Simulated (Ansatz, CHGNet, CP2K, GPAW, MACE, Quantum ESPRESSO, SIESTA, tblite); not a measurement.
## tblite on Σ3 (111)[11-2] symmetric tilt boundary in Na2S (72 atoms): settings against a plane-wave reference

Wanted: tblite inputs and outputs for Σ3 (111)[11-2] symmetric tilt boundary in Na2S (72 atoms), checked against a plane-wave reference.

Calculated with tblite 0.8.0; the method is named at each step.

### Step 1. The structure

The cell holds 72 atoms: 24 S and 48 Na. Its edges and angles: a = 8.010 Å, b = 9.249 Å, c = 22.675 Å, α = 90.0°, β = 90.0°, γ = 90.0°. It derives from Na2S (fluorite-type). Antifluorite-type Na2S (a = 6.54 Å); two grains mirrored in (111), tilt axis [11-2]; 1 x 2 boundary periods, 1 lattice periods a grain, two boundaries a cell, upper grain shifted by [0.404, 0] of the boundary cell and opened by 0.01 Å, no atom removed; not relaxed, displaced by a Gaussian of 0.02 Å. Then every atom was moved at random, 0.03 Å r.m.s. a Cartesian component. Regions: lower grain, 36 atoms (12 S and 24 Na); upper grain, 36 atoms (12 S and 24 Na). The structure's axis is c.

The yardstick, on the same geometry:

```
method                                           : Kohn-Sham DFT, PBE, SSSP efficiency 1.3.0 pseudopotentials, plane waves (Quantum ESPRESSO 7.5); sssp-pbe-1.3.0-efficiency, cutoffs 45/360 Ry, Γ point
r.m.s. force component                           : 0.5713 eV/Å
longest force                                    : 2.906 eV/Å
pressure                                         : 1.225 GPa
gap (highest filled to lowest empty level) : 2.208 eV
time                                             : 4 min on 4 MPI ranks of Arm Neoverse V2, shared host
CPU time                                         : 16 min
```

### Step 2. GFN1-xTB

Method: GFN1-xTB tight binding, diagonalisation.

File run.py:

```python
import numpy as np
from ase.io import read
from tblite.ase import TBLite

atoms = read("structure.xyz")
atoms.calc = TBLite(method="GFN1-xTB", electronic_temperature=580, accuracy=1.0, max_iterations=250, mixer_damping=0.1, verbosity=1)
energy = atoms.get_potential_energy()
forces = atoms.get_forces()
print(f"energy {energy:.6f} eV")
print("forces (eV/A)")
for i, (a, f) in enumerate(zip(atoms, forces)):
    print(f"{i:4d} {a.symbol:2s} {f[0]:10.5f} {f[1]:10.5f} {f[2]:10.5f}")
stress = -atoms.get_stress(voigt=False) * 160.21766
print("stress (GPa, compression positive)")
for row in stress:
    print(" ".join(f"{x:10.4f}" for x in row))
print("charges (e)")
print(np.array2string(atoms.get_charges(), precision=4, suppress_small=True, max_line_width=110, threshold=100000))
```

File structure.xyz:

```xyz
72
Lattice="8.00983 0.00000 0.00000 0.00000 9.24896 0.00000 0.00000 0.00000 22.67522" Properties=species:S:1:pos:R:3 pbc="T T T"
S 3.95069 2.30438 0.03424
Na 4.01645 2.31400 2.80107
Na 4.01853 2.29652 8.46285
S 6.65008 2.33388 3.78858
Na 6.67003 2.29800 6.62774
Na 6.74644 2.25212 0.92311
S 0.04069 0.01887 22.65300
Na 7.93886 9.24554 2.78361
Na 7.99589 0.01822 8.52611
S 2.71910 9.18301 3.74980
Na 2.66535 0.03505 6.61754
Na 2.58838 9.22436 0.88728
S 5.30731 9.23842 7.51888
Na 5.37051 9.20808 10.42539
Na 5.29690 0.02127 4.76406
S 4.12867 6.90250 22.64461
Na 3.98745 6.96521 2.85050
Na 4.02198 7.00461 8.45695
S 6.61716 6.98028 3.79765
Na 6.60843 6.96400 6.56720
Na 6.71552 6.87688 0.90769
S 0.00569 4.57972 0.00658
Na 0.00833 4.52801 2.85436
Na 0.07697 4.63549 8.52157
S 2.68578 4.62411 3.74413
Na 2.64909 4.60293 6.59191
Na 2.64340 4.63604 0.93172
S 5.34111 4.64742 7.48169
Na 5.34216 4.57204 10.35600
Na 5.34095 4.67470 4.77994
S 1.30200 2.27719 7.54223
Na 1.37425 2.32195 10.37505
Na 1.35687 2.31104 4.73232
S 1.31938 6.94070 7.52681
Na 1.42919 6.96493 10.37301
Na 1.31674 6.93746 4.68697
S 7.27805 2.28311 11.35598
Na 7.28766 2.34933 19.89615
Na 7.25010 2.26045 14.18131
S 2.01215 2.31261 18.87304
Na 1.88607 2.31585 16.07741
Na 1.91972 2.32713 21.76640
S 3.25880 9.16637 11.32967
Na 3.26881 0.00120 19.81179
Na 3.21362 9.23657 14.23482
S 5.90477 0.01378 18.80411
Na 5.91694 0.03820 16.07673
Na 5.91974 0.03126 21.75642
S 0.63414 9.21002 15.11213
Na 0.56782 0.02423 12.24190
Na 0.58672 0.00185 17.96082
S 7.22927 6.96262 11.38591
Na 7.25258 6.93385 19.90091
Na 7.24769 6.88298 14.19378
S 1.85612 6.94948 18.86941
Na 1.90217 6.95753 16.06743
[... 12 atom lines left out ...]
Na 4.59115 2.28338 17.94948
S 4.52395 6.93459 15.16111
Na 4.59884 6.89122 12.22875
Na 4.56905 6.89427 17.93723
```

Started as:

```console
$ OMP_NUM_THREADS=1 python run.py > output.txt
```

The log of the run:

```text
------------------------------------------------------------
  cycle        total energy    energy error   density error
------------------------------------------------------------
      1     -98.92651491940  -9.8694460E+01   7.6660225E-01
      2     -103.4050058775  -4.4784910E+00   6.1530827E-01
      3     -101.3230993216   2.0819066E+00   3.8041548E-01
      4     -87.25866389057   1.4064435E+01   7.8639103E-01
      5     -99.66348884952  -1.2404825E+01   3.5995628E-01
      6     -103.2945695956  -3.6310807E+00   2.0536972E-01
      7     -103.3143081346  -1.9738539E-02   1.9524370E-01
      8     -103.0088690531   3.0543908E-01   1.9652969E-01
      9     -104.2095345017  -1.2006654E+00   1.5378116E-01
     10     -104.6428133994  -4.3327890E-01   1.2276674E-01
     11     -105.0597418167  -4.1692842E-01   8.2463533E-02
     12     -105.2781613540  -2.1841954E-01   4.9666215E-02
     13     -105.2983096483  -2.0148294E-02   4.6657177E-02
     14     -105.2895675863   8.7420620E-03   4.8682095E-02
     15     -105.3967640155  -1.0719643E-01   2.6492442E-02
     16     -105.3956819224   1.0820931E-03   2.6810794E-02
     17     -105.3925553390   3.1265834E-03   2.7297285E-02
     18     -105.3876518613   4.9034777E-03   2.8623923E-02
     19     -105.4230297800  -3.5377919E-02   1.2619582E-02
     20     -105.4288811718  -5.8513918E-03   5.3616342E-03
     21     -105.4143523007   1.4528871E-02   1.4856786E-02
     22     -105.4168186987  -2.4663980E-03   1.4115474E-02
     23     -105.4112584002   5.5602985E-03   1.5075725E-02
     24     -105.4157632574  -4.5048573E-03   1.2815725E-02
[...]
31     -105.4305579505  -8.9840693E-05   6.6721914E-04
     32     -105.4305650059  -7.0553487E-06   5.1910703E-04
     33     -105.4305827336  -1.7727792E-05   2.6742416E-04
     34     -105.4305847063  -1.9726722E-06   1.0685775E-04
     35     -105.4305846636   4.2706020E-08   9.1420164E-05
     36     -105.4305845256   1.3798227E-07   8.0069435E-05
     37     -105.4305849549  -4.2928809E-07   3.0958216E-05
     38     -105.4305850353  -8.0339291E-08   1.3090896E-05
------------------------------------------------------------
 total:                                   3.329 sec
energy -2868.912348 eV
forces (eV/A)
   0 S     1.97803   -0.04295    0.71546
   1 Na    0.03640   -0.02410    0.03964
   2 Na   -0.05961    0.03311    0.08426
   3 S     0.04982   -0.08508    0.00364
   4 Na    0.03151    0.03461   -0.05811
   5 Na   -0.07761    0.15548    0.11118
   6 S     1.24669   -0.10878    0.36587
   7 Na    0.10157   -0.00501    0.11380
   8 Na   -0.06684   -0.05586    0.05328
   9 S    -0.19135    0.20702   -0.00632
  10 Na   -0.03061   -0.08343   -0.06594
  11 Na    0.19410   -0.01747    0.19160
  12 S     0.08123    0.08072    0.11579
  13 Na    1.42737    0.06391   -0.67226
  14 Na    0.01252    0.02051   -0.07178
  15 S     0.62906    0.06351    0.21341
  16 Na    0.09941   -0.07983   -0.08838
  17 Na   -0.07764   -0.09596    0.08653
  18 S     0.12207   -0.10054   -0.10400
  19 Na    0.14952   -0.01089    0.05163
  20 Na    0.03169    0.07184    0.13875
  21 S     0.89779    0.00860    0.20423
  22 Na   -0.00995    0.15325   -0.00810
  23 Na   -0.15462    0.00921    0.03097
[...]
64 Na    0.02742    0.05170   -0.01694
  65 Na   -0.16601    0.00497   -0.05174
  66 S    -0.07282   -0.01898    0.02977
  67 Na   -0.11223   -0.08297    0.14799
  68 Na    0.02251    0.06487   -0.07630
  69 S     0.12297    0.00712   -0.09270
  70 Na   -0.06091   -0.00179    0.19657
  71 Na   -0.03515    0.07118    0.06385
stress (GPa, compression positive)
    0.3851    -0.0096    -0.0077
   -0.0096     0.2786    -0.0424
   -0.0077    -0.0424     0.5962
charges (e)
[-0.7196  0.367   0.3449 -0.7169  0.366   0.3553 -0.7264  0.3576  0.3512 -0.7161  0.3662  0.3571 -0.7241
  0.3527  0.3711 -0.7079  0.3688  0.3505 -0.7141  0.3697  0.3562 -0.7189  0.3576  0.3444 -0.7167  0.3602
  0.358  -0.7176  0.3488  0.3697 -0.7229  0.3534  0.3548 -0.7128  0.3506  0.358  -0.7162  0.3469  0.3656
 -0.7222  0.3625  0.3604 -0.7102  0.3513  0.3629 -0.713   0.3622  0.3498 -0.7159  0.3589  0.3638 -0.7086
  0.3488  0.3597 -0.721   0.3657  0.346  -0.7122  0.3481  0.3626 -0.7122  0.3633  0.3549 -0.7172  0.3567
  0.3607 -0.709   0.3545  0.3716 -0.7141  0.3556  0.3634]
```

Run time: 3.8 s. Hardware: 1 thread of Arm Neoverse V2, shared host; peak memory 0.13 GiB.

Banners, paths, timers and routine set-up lines are dropped from the logs unmarked, and long logs keep their key lines alone; longer cuts are marked.

Against the reference:

| Property | Result |
| --- | --- |
| r.m.s. force component | 0.3877 eV/Å |
| r.m.s. difference of force components | 193.3 meV/Å |
| longest difference of force vectors | 817 meV/Å |
| force difference over r.m.s. force | 33.83 % |
| slope of forces against the reference's | 0.673 |
| correlation of force components | 0.9918 |
| pressure | 0.42 GPa |
| pressure difference | -0.8053 GPa |

Length of the force difference by element (eV/Å):

| element | atoms | mean | most |
| --- | --- | --- | --- |
| Na | 48 | 0.21 | 0.82 |
| S | 24 | 0.29 | 0.77 |

The surroundings of Na42, which bears the longest force, nearest first, numbered as they follow in the input and with coordinates relative to it.

| atom | x | y | z | distance (Å) | bonds | Mulliken charge (e) | Fx | Fy | Fz (eV/Å) |
| --- | --- | --- | --- | --- | --- | --- | --- | --- | --- |
| Na42 | 0.00 | 0.00 | 0.00 | 0.00 | 4 | 0.36 | -1.90 | 0.00 | -0.97 |
| S1 | 2.03 | -0.02 | 0.94 | 2.24 | 7 | -0.72 | 1.98 | -0.04 | 0.72 |
| S40 | 0.09 | -0.01 | -2.89 | 2.89 | 8 | -0.72 | -0.22 | -0.05 | 0.06 |
| Na12 | 0.67 | -2.35 | 1.80 | 3.03 | 4 | 0.36 | 0.19 | -0.02 | 0.19 |
| Na27 | 0.72 | 2.31 | 1.84 | 3.04 | 4 | 0.36 | 0.09 | 0.01 | 0.12 |
| S22 | -1.91 | 2.25 | 0.92 | 3.09 | 7 | -0.72 | 0.90 | 0.01 | 0.20 |
| S7 | -1.88 | -2.31 | 0.89 | 3.11 | 7 | -0.73 | 1.25 | -0.11 | 0.37 |
| Na38 | -2.64 | 0.02 | -1.87 | 3.24 | 3 | 0.35 | 0.06 | -0.04 | 0.02 |
| Na59 | 1.26 | 2.26 | -1.98 | 3.26 | 3 | 0.35 | 0.17 | 0.07 | 0.12 |
| Na44 | 1.35 | -2.33 | -1.95 | 3.32 | 3 | 0.35 | 0.04 | -0.03 | 0.09 |

Atoms are counted from 1 here, from 0 in the log.

Forces lie 34 % from the reference's, at 0.0040 times its CPU time (on 1 against 4 cores).

Further runs of this program without a result: tblite GFN2-xTB (not converged).

### Step 3. Outcome

| Property | Result |
| --- | --- |
| force difference from the reference | tblite GFN1-xTB, 34 % |
| its CPU time | 3.8 s |

In words: Tight binding differs by 34 % (tblite GFN1-xTB); it is another model, with fitted parameters of its own, and the xTB methods hold dispersion. One electronic-structure run takes under half the reference's CPU time: tblite GFN1-xTB, at 34 % in 3.8 s against 16 min. Periodic xTB results under one method name differ between programs and library versions. The reference's pressure holds the uncorrected Pulay stress of its 45 Ry basis, so small pressure differences, and their order, may be the reference's own error. The host structure and its lattice constant were typed by rule, without a check against the phase diagram. The electronic-structure runs sample only Γ, in a cell whose shortest periodic width is 8 Å.

[Also dropped from logs without a mark: logging warnings of Python, and SIESTA's first energy breakdown and zero terms.]

[Logs are printed without paths, hosts, clocks, repeated set-up lines and the standing remarks that a program may print on its own settings, such as how far it seeks lower states.]

[Hosts, paths, dates, database ids (printed as entryN), source tags and the programs' standing remarks are cut or masked in the printed files.]
